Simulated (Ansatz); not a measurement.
# Decaying states in the gap of Ba2YCuO4

A new crystal, Ba2YCuO4: structure, gap and complex bands. It is built by putting Y for Sc in the Ba2ScCuO4 structure of space group P4/mmm, with the volume rescaled by atomic radii. The parent structure comes from the Materials Project.

Main program and level: Ansatz 0.2.0; PBE DFT, plane waves, PAW files, in the first sound run; inputs show where later runs differ.

The structure was built from a prototype and need not be the compound's stable phase.

**1. The starting structure**

It takes space group P4/mmm (No. 123, tetragonal). Conventional cell: a = 4.232 Å, b = 4.232 Å, c = 8.185 Å, α = 90.00°, β = 90.00°, γ = 90.00°. Ba has 8 O at 2.84 to 3.01 Å nearest. Nearest to Y lie 6 O at 2.12 to 2.25 Å. Cu has 2 O at 1.84 Å nearest. Nearest to O lie 2 Y at 2.12 Å and 4 Ba at 2.84 Å. O has 1 Cu at 1.84 Å and 1 Y at 2.25 Å and 4 Ba at 3.01 Å nearest. It derives from Ba2ScCuO4. Y for Sc in the Ba2ScCuO4 structure of space group P4/mmm. Farther neighbours and most contacts between anions are not listed.

Coordinates:

```cif
data_structure
_symmetry_space_group_name_H-M 'P4/mmm'
_symmetry_Int_Tables_number 123
_cell_length_a 4.2316
_cell_length_b 4.2316
_cell_length_c 8.1846
_cell_angle_alpha 90.000
_cell_angle_beta 90.000
_cell_angle_gamma 90.000
_cell_volume 146.56
loop_
_atom_site_label
_atom_site_type_symbol
_atom_site_symmetry_multiplicity
_atom_site_Wyckoff_symbol
_atom_site_fract_x
_atom_site_fract_y
_atom_site_fract_z
_atom_site_occupancy
Ba1 Ba 2 h 0.50000 0.50000 0.76798 1
Y1 Y 1 a 0.00000 0.00000 0.00000 1
Cu1 Cu 1 b 0.00000 0.00000 0.50000 1
O1 O 2 f 0.00000 0.50000 0.00000 1
O2 O 2 g 0.00000 0.00000 0.72467 1
```

**2. Cell and atoms at rest**

The substituted atoms don't fit the parent's cell, so cell and atoms relax together. A small smearing keeps the run stable in case the gap closes on the way.

input.yaml reads:

```yaml
crystal:
  lattice:
    - [4.2316099177, 0.0, 0.0]
    - [0.0, 4.2316099177, 0.0]
    - [0.0, 0.0, 8.1845658428]
  atoms:
    - { symbol: Ba, position: [0.5, 0.5, 0.767977] }
    - { symbol: Ba, position: [0.5, 0.5, 0.232023] }
    - { symbol: "Y", position: [0.0, 0.0, 0.0] }
    - { symbol: Cu, position: [0.0, 0.0, 0.5] }
    - { symbol: O, position: [0.0, 0.5, 0.0] }
    - { symbol: O, position: [0.5, 0.0, 0.0] }
    - { symbol: O, position: [0.0, 0.0, 0.724671] }
    - { symbol: O, position: [0.0, 0.0, 0.275329] }
kpoints:
  mp_grid: { grid: [6, 6, 4] }
scf:
  occupations: { method: gaussian, width: 0.03 }
hamiltonian:
  xc: pbe
output:
  forces: true
  stress: true
relax:
  f_tol: 0.02
  max_steps: 60
  cell: {}
```

Started as:

```
> ansatz run input.yaml --threads 2 --pin off --max-ram 4096MiB --backend cpu --events-out ev --progress --plain --runs-dir out
```

Numbers of over 12 decimals in the logs are rounded to 6 here.

Output:

```text
Engine: ansatz 0.2.0, aarch64-unknown-linux-gnu
Pseudopotentials: kind: paw
Pseudopotential: Ba, paw, valence charge 10, recommended cutoff 420 eV (normal), Ba.paw.azcp
Pseudopotential: Y, paw, valence charge 11, recommended cutoff 420 eV (normal), Y.paw.azcp
Pseudopotential: Cu, paw, valence charge 19, recommended cutoff 420 eV (normal), Cu.paw.azcp
Pseudopotential: O, paw, valence charge 6, recommended cutoff 420 eV (normal), O.paw.azcp
Functional definition: PBE
  parameter kappa = 0.804
  parameter beta = 0.066725
  exchange = pbe_x(kappa = kappa, mu = beta*pi^2/3)
  correlation = pbe_c(beta = beta)
Crystal: 8 atoms, lattice volume = 146.557 Å³
Basis set: ecut = 420 eV, 2819 PW (Γ), exchange–correlation on 60×60×120 points (8 copies of the dense FFT grid, shifted against one another)
Bands: 45, of which v1, the nominal top of the filled ones, is band 37 counted from 1 (36 counted from 0)
Symmetry: 16 space group operations
Space group: P4/mmm (ITA 123), of the structure as read, at distance tolerance 5.3e-5 Å
k-points: 30 of 144
Non-local potential: Ba, projectors of the file, l = 0: 3, l = 1: 2, l = 2: 2, l = 3: 2
Non-local potential: Y, projectors of the file, l = 0: 3, l = 1: 2, l = 2: 2, l = 3: 1
Non-local potential: Cu, projectors of the file, l = 0: 3, l = 1: 2, l = 2: 3, l = 3: 1
Non-local potential: O, projectors of the file, l = 0: 2, l = 1: 2, l = 2: 1
PAW form: soft (Blöchl's): semilocal exchange-correlation on the pseudo side does not see the compensation charge
PAW one-centre angular grid: Ba, 194 points (default); XC on 64 Gauss nodes
PAW one-centre angular grid: Y, 590 points (default); XC on 64 Gauss nodes
PAW one-centre angular grid: Cu, 590 points (default); XC on 64 Gauss nodes
PAW one-centre angular grid: O, 110 points (default); XC on 64 Gauss nodes
Initial density: superposition of atomic densities (neutral atoms: chi_scale 0, normalization atom), corrected by the library's trained network
Initial wavefunctions: pseudopotential atomic-orbital guess
Functional: x = pbe(κ = 0.804, μ = 0.219515), c = pbe(β = 0.066725)
SCF iter   1: F=—  HF=-24652.287343 eV  |F-HF|=—  |Δ(HF+E_count)|=         —  Δρ=2.24e-3  dr2=4.65e-3  ethr=1.77e-3  ⟨swp⟩=8.4  Hψ=6598  notcnv=0  defer=12
preconditioner: auto → Resta (q_TF=auto, 2.435 Å⁻¹)  ε∞=4.8  [insulator: Δε(μ)=1.909 eV  Ē_g=12.198 eV  σ=0.030 eV  W_gap=1.00  n_scr=38 (ndim 8)  ℏωp=23.8 eV  f_vac=0.033  D(μ)=0.00/eV (n_scr^D=0)  ε∞_Penn≈4.8]
SCF iter   2: F=—  HF=-24652.288085 eV  |F-HF|=—  |Δ(HF+E_count)|=   7.43e-4  Δρ=1.33e-3  dr2=1.52e-3  ethr=6.29e-6  ⟨swp⟩=2.3  Hψ=2859  notcnv=0  defer=61
SCF iter   3: F=—  HF=-24652.288240 eV  |F-HF|=—  |Δ(HF+E_count)|=   1.55e-4  Δρ=1.14e-3  dr2=1.09e-3  ethr=2.06e-6  ⟨swp⟩=2.0  Hψ=2470  notcnv=0  defer=61
SCF iter   4: F=—  HF=-24652.288280 eV  |F-HF|=—  |Δ(HF+E_count)|=   3.91e-5  Δρ=4.69e-4  dr2=2.61e-4  ethr=1.48e-6  ⟨swp⟩=2.0  Hψ=2425  notcnv=0  defer=61
SCF iter   5: F=—  HF=-24652.288304 eV  |F-HF|=—  |Δ(HF+E_count)|=   2.49e-5  Δρ=1.41e-4  dr2=3.75e-5  ethr=3.53e-7  ⟨swp⟩=2.1  Hψ=2377  notcnv=0  defer=61
SCF iter   6: F=—  HF=-24652.288229 eV  |F-HF|=—  |Δ(HF+E_count)|=   7.53e-5  Δρ=5.35e-5  dr2=3.45e-6  ethr=5.07e-8  ⟨swp⟩=2.0  Hψ=2336  notcnv=0  defer=61
SCF iter   7: F=—  HF=-24652.288230 eV  |F-HF|=—  |Δ(HF+E_count)|=   1.01e-6  Δρ=2.67e-5  dr2=8.20e-7  ethr=4.67e-9  ⟨swp⟩=2.3  Hψ=2391  notcnv=0  defer=61
SCF iter   8: F=—  HF=-24652.288230 eV  |F-HF|=—  |Δ(HF+E_count)|=   2.04e-7  Δρ=1.94e-5  dr2=4.31e-7  ethr=1.11e-9  ⟨swp⟩=2.0  Hψ=2199  notcnv=0  defer=61
SCF iter   9: F=-24652.288230 eV  HF=-24652.288230 eV  |F-HF|=3.94e-9  |Δ(HF+E_count)|=   2.25e-8  Δρ=2.75e-6  dr2=1.33e-8  ethr=1.35e-10  ⟨swp⟩=4.3  Hψ=5273  notcnv=0
SCF 1 converged in 9 iterations: F = -24652.288230 eV  dr2 = 1.33e-8
  greatest PAW one-centre occupation: 1.000 electrons in one spin orbital (limit 2), on the Cu atom at site 3 (counted from 0), in its partial waves of l = 0
relax step   1: F+E_penalty+E_count = -24652.28823028 eV  Δ(F+E_penalty+E_count) = +0.000e0 eV  max|allowed force component| = 1.392e0 eV/Å  Δτ_max = 0.0000 Å  P = +5.560 GPa  Ω = 146.557 Å³  (9 SCF iters, dr2 threshold 1.00e-7 eV, accepted)
Crystal: 8 atoms, lattice volume = 163.267 Å³
Basis set: ecut = 420 eV, 3235 PW (Γ), exchange–correlation on 60×60×120 points (8 copies of the dense FFT grid, shifted against one another)
Initial density: handed on by an earlier stage of this run
Initial wavefunctions: those handed on with the density
iter 1 solved again at ethr=1.10e-3 eV; its pass at ethr=3.10e-3 eV (dr2=8.11e-1 eV) is discarded
SCF iter   1: F=—  HF=-24652.472911 eV  |F-HF|=—  |Δ(HF+E_count)|=         —  Δρ=1.96e-2  dr2=8.13e-1  ethr=1.10e-3  ⟨swp⟩=2.0  Hψ=8879  notcnv=0
preconditioner: auto → Resta (q_TF=auto, 2.391 Å⁻¹)  ε∞=4.4  [insulator: Δε(μ)=2.213 eV  Ē_g=12.204 eV  σ=0.030 eV  W_gap=1.00  n_scr=38 (ndim 8)  ℏωp=22.5 eV  f_vac=0.112  D(μ)=0.00/eV (n_scr^D=0)  ε∞_Penn≈4.4]
SCF iter   2: F=—  HF=-24652.366186 eV  |F-HF|=—  |Δ(HF+E_count)|=   1.07e-1  Δρ=1.94e-2  dr2=4.59e-1  ethr=1.10e-3  ⟨swp⟩=3.1  Hψ=2591  notcnv=0
SCF iter   3: F=—  HF=-24652.306591 eV  |F-HF|=—  |Δ(HF+E_count)|=   5.96e-2  Δρ=1.03e-2  dr2=1.80e-1  ethr=6.21e-4  ⟨swp⟩=3.0  Hψ=2871  notcnv=0  defer=67
SCF iter   4: F=—  HF=-24652.278160 eV  |F-HF|=—  |Δ(HF+E_count)|=   2.84e-2  Δρ=3.90e-3  dr2=3.47e-2  ethr=2.43e-4  ⟨swp⟩=3.0  Hψ=2799  notcnv=0  defer=86
SCF iter   5: F=—  HF=-24652.272677 eV  |F-HF|=—  |Δ(HF+E_count)|=   5.48e-3  Δρ=1.35e-3  dr2=3.52e-3  ethr=4.69e-5  ⟨swp⟩=3.1  Hψ=2506  notcnv=0  defer=88
SCF iter   6: F=—  HF=-24652.273458 eV  |F-HF|=—  |Δ(HF+E_count)|=   7.81e-4  Δρ=2.72e-4  dr2=2.32e-4  ethr=4.76e-6  ⟨swp⟩=2.0  Hψ=2372  notcnv=0  defer=88
SCF iter   7: F=—  HF=-24652.273567 eV  |F-HF|=—  |Δ(HF+E_count)|=   1.09e-4  Δρ=2.03e-4  dr2=5.41e-5  ethr=3.13e-7  ⟨swp⟩=2.0  Hψ=2282  notcnv=0  defer=88
SCF iter   8: F=—  HF=-24652.273583 eV  |F-HF|=—  |Δ(HF+E_count)|=   1.63e-5  Δρ=1.43e-4  dr2=2.63e-5  ethr=7.31e-8  ⟨swp⟩=2.0  Hψ=2197  notcnv=0  defer=88
SCF iter   9: F=-24652.273581 eV  HF=-24652.273580 eV  |F-HF|=1.04e-6  |Δ(HF+E_count)|=   2.77e-6  Δρ=1.70e-5  dr2=4.48e-7  ethr=1.08e-9  ⟨swp⟩=5.0  Hψ=6976  notcnv=0
SCF 2 converged in 9 iterations: F = -24652.273581 eV  dr2 = 4.48e-7
relax step   2: F+E_penalty+E_count = -24652.27358116 eV  Δ(F+E_penalty+E_count) = +1.465e-2 eV  max|allowed force component| = 1.250e0 eV/Å  Δτ_max = 0.1951 Å  P = -2.023 GPa  Ω = 163.267 Å³  energy of the carried Pulay correction = -3.306e-2 eV  (9 SCF iters, dr2 threshold 8.00e-7 eV, accepted)
[...]
SCF iter   3: F=—  HF=-24652.555667 eV  |F-HF|=—  |Δ(HF+E_count)|=   1.17e-2  Δρ=1.04e-2  dr2=1.31e-1  ethr=2.10e-4  ⟨swp⟩=3.1  Hψ=2984  notcnv=0  defer=68
SCF iter   4: F=—  HF=-24652.530133 eV  |F-HF|=—  |Δ(HF+E_count)|=   2.55e-2  Δρ=2.08e-3  dr2=5.38e-3  ethr=1.77e-4  ⟨swp⟩=3.0  Hψ=2686  notcnv=0  defer=83
SCF iter   5: F=—  HF=-24652.529546 eV  |F-HF|=—  |Δ(HF+E_count)|=   5.87e-4  Δρ=8.49e-4  dr2=1.03e-3  ethr=7.28e-6  ⟨swp⟩=3.0  Hψ=2766  notcnv=0  defer=83
SCF iter   6: F=—  HF=-24652.529648 eV  |F-HF|=—  |Δ(HF+E_count)|=   1.02e-4  Δρ=2.26e-4  dr2=5.99e-5  ethr=1.39e-6  ⟨swp⟩=2.0  Hψ=2121  notcnv=0  defer=83
SCF iter   7: F=—  HF=-24652.529614 eV  |F-HF|=—  |Δ(HF+E_count)|=   3.38e-5  Δρ=1.30e-4  dr2=2.38e-5  ethr=8.09e-8  ⟨swp⟩=2.1  Hψ=2397  notcnv=0  defer=83
SCF iter   8: F=—  HF=-24652.529623 eV  |F-HF|=—  |Δ(HF+E_count)|=   9.11e-6  Δρ=1.35e-4  dr2=1.88e-5  ethr=3.22e-8  ⟨swp⟩=2.0  Hψ=2313  notcnv=0  defer=83
SCF iter   9: F=-24652.529622 eV  HF=-24652.529622 eV  |F-HF|=2.37e-8  |Δ(HF+E_count)|=   1.51e-6  Δρ=1.91e-5  dr2=3.64e-7  ethr=1.08e-9  ⟨swp⟩=4.9  Hψ=6276  notcnv=0
SCF 3 converged in 9 iterations: F = -24652.529622 eV  dr2 = 3.64e-7
relax step   3: F+E_penalty+E_count = -24652.52962194 eV  Δ(F+E_penalty+E_count) = -2.560e-1 eV  max|allowed force component| = 2.358e-1 eV/Å  Δτ_max = 0.1650 Å  P = -1.233 GPa  Ω = 157.986 Å³  energy of the carried Pulay correction = -2.300e-2 eV  (9 SCF iters, dr2 threshold 8.00e-7 eV, accepted)
[...]
relax step   4: F+E_penalty+E_count = -24652.54066956 eV  Δ(F+E_penalty+E_count) = -1.105e-2 eV  max|allowed force component| = 1.137e-1 eV/Å  Δτ_max = 0.0032 Å  P = -0.421 GPa  Ω = 156.639 Å³  energy of the carried Pulay correction = -2.038e-2 eV  (7 SCF iters, dr2 threshold 8.00e-7 eV, accepted)
[...]
relax step   5: F+E_penalty+E_count = -24652.54342957 eV  Δ(F+E_penalty+E_count) = -2.760e-3 eV  max|allowed force component| = 9.174e-3 eV/Å  Δτ_max = 0.0031 Å  P = +0.009 GPa  Ω = 156.009 Å³  energy of the carried Pulay correction = -1.915e-2 eV  (7 SCF iters, dr2 threshold 8.00e-7 eV, accepted)
[...]
relax step   6: F+E_penalty+E_count = -24652.57277213 eV  Δ(F+E_penalty+E_count) = -2.934e-2 eV  max|allowed force component| = 9.874e-3 eV/Å  Δτ_max = 0.0000 Å  P = +0.308 GPa  Ω = 156.009 Å³  stress off target by 4.00e-1 GPa  SCF on the basis re-selected at this cell (its energy is not comparable with the rows above)  (10 SCF iters)
[...]
relax step   7: F+E_penalty+E_count = -24652.57235346 eV  Δ(F+E_penalty+E_count) = +4.187e-4 eV  max|allowed force component| = 1.467e-2 eV/Å  Δτ_max = 0.0018 Å  P = +0.017 GPa  Ω = 156.588 Å³  energy of the carried Pulay correction = -1.170e-3 eV  (6 SCF iters, dr2 threshold 4.01e-7 eV, accepted)
[...]
relax step   8: F+E_penalty+E_count = -24652.57344715 eV  Δ(F+E_penalty+E_count) = -1.094e-3 eV  max|allowed force component| = 1.481e-2 eV/Å  Δτ_max = 0.0000 Å  P = +0.022 GPa  Ω = 156.588 Å³  stress off target by 5.42e-2 GPa  SCF on the basis re-selected at this cell (its energy is not comparable with the rows above)  (8 SCF iters)
[...]
relax step   9: F+E_penalty+E_count = -24652.57337022 eV  Δ(F+E_penalty+E_count) = +7.693e-5 eV  max|allowed force component| = 3.165e-4 eV/Å  Δτ_max = 0.0009 Å  P = -0.004 GPa  Ω = 156.643 Å³  energy of the carried Pulay correction = -1.189e-4 eV  (7 SCF iters, dr2 threshold 7.34e-9 eV, accepted)
iter 1 solved again at ethr=9.98e-8 eV; its pass at ethr=3.10e-3 eV (dr2=7.38e-5 eV) is discarded
SCF iter   1: F=—  HF=-24652.573664 eV  |F-HF|=—  |Δ(HF+E_count)|=         —  Δρ=1.21e-5  dr2=5.27e-8  ethr=9.98e-8  ⟨swp⟩=3.3  Hψ=10842  notcnv=0
preconditioner: auto → Resta (q_TF=auto, 2.408 Å⁻¹)  ε∞=4.6  [insulator: Δε(μ)=1.862 eV  Ē_g=12.092 eV  σ=0.030 eV  W_gap=1.00  n_scr=38 (ndim 8)  ℏωp=23.0 eV  f_vac=0.062  D(μ)=0.00/eV (n_scr^D=0)  ε∞_Penn≈4.6]
SCF iter   2: F=—  HF=-24652.573587 eV  |F-HF|=—  |Δ(HF+E_count)|=   7.70e-5  Δρ=7.41e-6  dr2=2.68e-8  ethr=7.12e-11  ⟨swp⟩=3.8  Hψ=3509  notcnv=0
SCF iter   3: F=—  HF=-24652.573587 eV  |F-HF|=—  |Δ(HF+E_count)|=   9.16e-9  Δρ=4.90e-6  dr2=7.55e-9  ethr=3.62e-11  ⟨swp⟩=2.4  Hψ=2075  notcnv=0
SCF iter   4: F=—  HF=-24652.573587 eV  |F-HF|=—  |Δ(HF+E_count)|=   9.99e-9  Δρ=3.79e-6  dr2=9.38e-9  ethr=1.02e-11  ⟨swp⟩=2.1  Hψ=2390  notcnv=0
SCF iter   5: F=—  HF=-24652.573587 eV  |F-HF|=—  |Δ(HF+E_count)|=   3.28e-9  Δρ=1.26e-6  dr2=1.24e-9  ethr=1.02e-11  ⟨swp⟩=2.0  Hψ=2162  notcnv=0
SCF iter   6: F=-24652.573587 eV  HF=-24652.573587 eV  |F-HF|=4.37e-11  |Δ(HF+E_count)|=  1.46e-11  Δρ=2.73e-7  dr2=3.46e-11  ethr=1.00e-12  ⟨swp⟩=4.3  Hψ=6238  notcnv=0
SCF 10 converged in 6 iterations: F = -24652.573587 eV  dr2 = 3.46e-11
relax step  10: F+E_penalty+E_count = -24652.57358740 eV  Δ(F+E_penalty+E_count) = -2.172e-4 eV  max|allowed force component| = 2.949e-4 eV/Å  Δτ_max = 0.0000 Å  P = -0.003 GPa  Ω = 156.643 Å³  stress off target by 1.22e-2 GPa  SCF on the basis re-selected at this cell (its energy is not comparable with the rows above)  (6 SCF iters)
basis re-selected at this cell: Δ(F+E_penalty+E_count) = -2.172e-4 eV, ΔP = +0.000 GPa vs the last step (what re-selecting the basis moved, of the pressure what is left beyond the Pulay correction that the steps carried, after the strain that the cell walked since its last selection, with what the two solves' SCF thresholds leave and, on support functions, any second-order correction that the steps lacked; it is no m [...]
SCF converged after 6 iterations
Free energy (F): -24652.573587 eV
Harris-Foulkes:  -24652.573587 eV  (|F-HF|=4.37e-11)
Internal energy: -24652.573587 eV  (E = F + TS)
E sigma→0 (E₀):  -24652.573587 eV
Fermi energy:    9.036607 eV
--- Per-component energies (eV) ---
  E_band       = -686.126362
  E_kinetic    = 1644.291242
  E_local      = -9025.144913  (includes V_loc(G=0)·N_el)
  E_nonlocal   = 744.138555
  E_hartree    = 3816.757908
  E_xc         = -898.362282
  E_vxc        = -967.757378  (∫ρ·V_xc dr)
  E_paw        = -15569.561918  (= ΣΔE_a)
  E_vpaw       = -715.179753  (= ΣTr[D̂ρ^β])
  E_aug_tail   = 0.009910  (compensation charges beyond the density's cutoff)
  E_ewald      = -5364.702089
  E_smearing   = -0.000000  (= −TS)
  E_closure    = -0.000000  (closes the sum)
  Σ components = -24652.573587   (vs F -24652.573587, Δ=0.00e0)
--- Forces (eV/Å), atoms counted from 1 ---
  atom   1  Ba     0.00000000     0.00000000     0.00029490
  atom   2  Ba    -0.00000000     0.00000000    -0.00029490
  atom   3  Y      0.00000000     0.00000000     0.00000000
  atom   4  Cu    -0.00000000     0.00000000     0.00000000
  atom   5  O      0.00000000    -0.00000000     0.00000000
  atom   6  O      0.00000000    -0.00000000    -0.00000000
  atom   7  O      0.00000000     0.00000000     0.00020627
  atom   8  O     -0.00000000     0.00000000    -0.00020627
  max |Σ_I F_I| component: 1.08e-19 eV/Å
--- Stress (GPa, compression-positive) ---
        0.000978       0.000000      -0.000000
        0.000000       0.000978       0.000000
       -0.000000       0.000000      -0.012225
  P = ⅓ Tr σ = -0.0034 GPa (-0.034 kbar)
--- Relaxed structure (7 steps of the walk, 7 accepted, 3 SCFs on fresh bases) ---
  F+E_penalty+E_count = -24652.57358740 eV   max|allowed force component| = 2.949e-4 eV/Å   (the final SCF, on the basis selected at the relaxed cell)
  cell:  # Å, volume = 156.6429 Å³
    - [4.367058, 0, 0.0]
    - [0, 4.367058, 0.0]
    - [0.0, 0.0, 8.213589]
  atoms:
    - { symbol: Ba, position: [0.500000, 0.500000, 0.772274] }
    - { symbol: Ba, position: [0.500000, 0.500000, 0.227726] }
    - { symbol: Y, position: [0, 0, -4.1065424840607457e-19] }
    - { symbol: Cu, position: [0, 0, 0.500000] }
    - { symbol: O, position: [0, 0.500000, -4.1065424840607457e-19] }
    - { symbol: O, position: [0.500000, 0, -4.1065424840607457e-19] }
    - { symbol: O, position: [0, 0, 0.718921] }
    - { symbol: O, position: [0, 0, 0.281079] }
```

It took 70 s on 2 threads of Arm Neoverse V2, shared host; peak memory 0.56 GiB.

The steps of the relaxation:

| step | energy less that of the first step (eV) | largest force component (eV/Å) | pressure (GPa) | volume (Å³) |
| --- | --- | --- | --- | --- |
| 1 | 0.0000 | 1.3920 | 5.56 | 146.56 |
| 2 | 0.0146 | 1.2504 | -2.02 | 163.27 |
| 3 | -0.2414 | 0.2358 | -1.23 | 157.99 |
| 4 | -0.2524 | 0.1137 | -0.42 | 156.64 |
| 5 | -0.2552 | 0.0092 | 0.01 | 156.01 |
| 6* | -0.2845 | 0.0099 | 0.31 | 156.01 |
| 7 | -0.2841 | 0.0147 | 0.02 | 156.59 |
| 8* | -0.2852 | 0.0148 | 0.02 | 156.59 |
| 9 | -0.2851 | 0.0003 | 0.00 | 156.64 |
| 10* | -0.2854 | 0.0003 | 0.00 | 156.64 |

Relaxation steps marked * repeat the geometry before them on a plane-wave basis chosen anew for their cell, so energy and pressure can jump there.

The run keeps the 16 symmetry operations that it works with, so distortions that break them were not tested.

| conventional cell, symmetrised | before | after | change |
| --- | --- | --- | --- |
| a (Å) | 4.232 | 4.367 | +3.2 % |
| b (Å) | 4.232 | 4.367 | +3.2 % |
| c (Å) | 8.185 | 8.214 | +0.4 % |
| volume (Å³/atom) | 18.32 | 19.58 | +6.9 % |

The atoms that moved most (Å, as changes of fractional coordinates times the final cell):

| atom | dx | dy | dz | length |
| --- | --- | --- | --- | --- |
| O8 | 0.000 | 0.000 | 0.047 | 0.047 |
| O7 | 0.000 | 0.000 | -0.047 | 0.047 |
| Ba1 | 0.000 | 0.000 | 0.035 | 0.035 |
| Ba2 | 0.000 | 0.000 | -0.035 | 0.035 |

This step gave:

- free energy: -24652.5736 eV
- Fermi energy: 9.037 eV
- pressure: -0.003423 GPa

The largest force component on a free atom ends at 2.9e-4 eV/Å.

(Continued in part 2 of 4.)

[Logs are printed without paths, hosts, clocks, repeated set-up lines and the standing remarks that a program may print on its own settings, such as how far it seeks lower states.]

[Hosts, paths, dates, database ids (printed as entryN), source tags and the programs' standing remarks are cut or masked in the printed files.]

[New means built here by substitution; the compound itself may be known and measured.]
